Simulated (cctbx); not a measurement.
**Symmetry from intensities**

Cell: a = 6.5490 Å, b = 6.8010 Å, c = 8.7040 Å, α = 90.00°, β = 105.76°, γ = 90.00°. Expected content of the cell: Er2 Ge2 K2 S8.

The data are simulated with cctbx, not measured: Mo Kα, λ = 0.71073 Å, to d = 0.77 Å, 95 % of the full sphere, strongest reflection 70000 counts, noise from counting, a 2 % proportional error and a noise floor of 2 counts (s.d.); no absorption, some extinction.

Tests on the unmerged data give:

```text
3238 reflections to d = 0.770 A
centring   violations  <I/sigma> of those
    A       1612 of  1635     35.2
    B       1599 of  1617     35.0
    C       1591 of  1618     34.9
    I       1613 of  1631     34.9
    R       2142 of  2165     34.8
    F       2401 of  2435     35.0
Laue class    unique    Rint  (classes that these axes allow; Friedel mates merged)
P -1             1705   0.029
P 1 2/m 1         930   0.031
space group    extra absences  I>4sigma  <I/sigma>
P 1 2 1                 0          0         -  acentric
P 1 21 1                7          0       0.1  acentric
P 1 m 1                 0          0         -  acentric
P 1 2/m 1               0          0         -  centric
P 1 21/m 1              7          0       0.1  centric
Wilson B = 0.94 A^2   <|E^2-1|> = 0.681 (0.968 centric, 0.736 acentric)   E^2>4: 0.5 %
shell (A)         n   <I/sigma>
 8.38 - 1.54    128     50.4
 1.54 - 1.22    119     51.1
 1.22 - 1.07    112     43.0
 1.07 - 0.97    115     45.2
 0.97 - 0.90    118     38.6
 0.90 - 0.85    110     41.2
 0.85 - 0.81    122     39.7
 0.81 - 0.77    106     34.4
```

Q: Read the symmetry from these tables.

Every centring test has many violations, so the lattice is primitive.

Rint stays low (0.029 to 0.031) up to P 1 2/m 1, the highest class in these axes.

5 settings pass the absence test. The most absences obeyed, 7, belong to P 1 21 1 and P 1 21/m 1, which absences can't tell apart.

⟨|E²−1|⟩ = 0.681 leans to a non-centrosymmetric structure. The Wilson B of 0.94 Å² means U ≈ 0.0119 Å².

The true group is P2_1 (no. 4), Laue class 2/m, non-centrosymmetric. The tables only narrow the choice to the tied entries; cell content, site symmetry and trial solutions must settle it.

This is a model crystal, built by substitution and not relaxed, with assumed displacement parameters.

[Logs are printed without paths, hosts, clocks, repeated set-up lines and the standing remarks that a program may print on its own settings, such as how far it seeks lower states.]
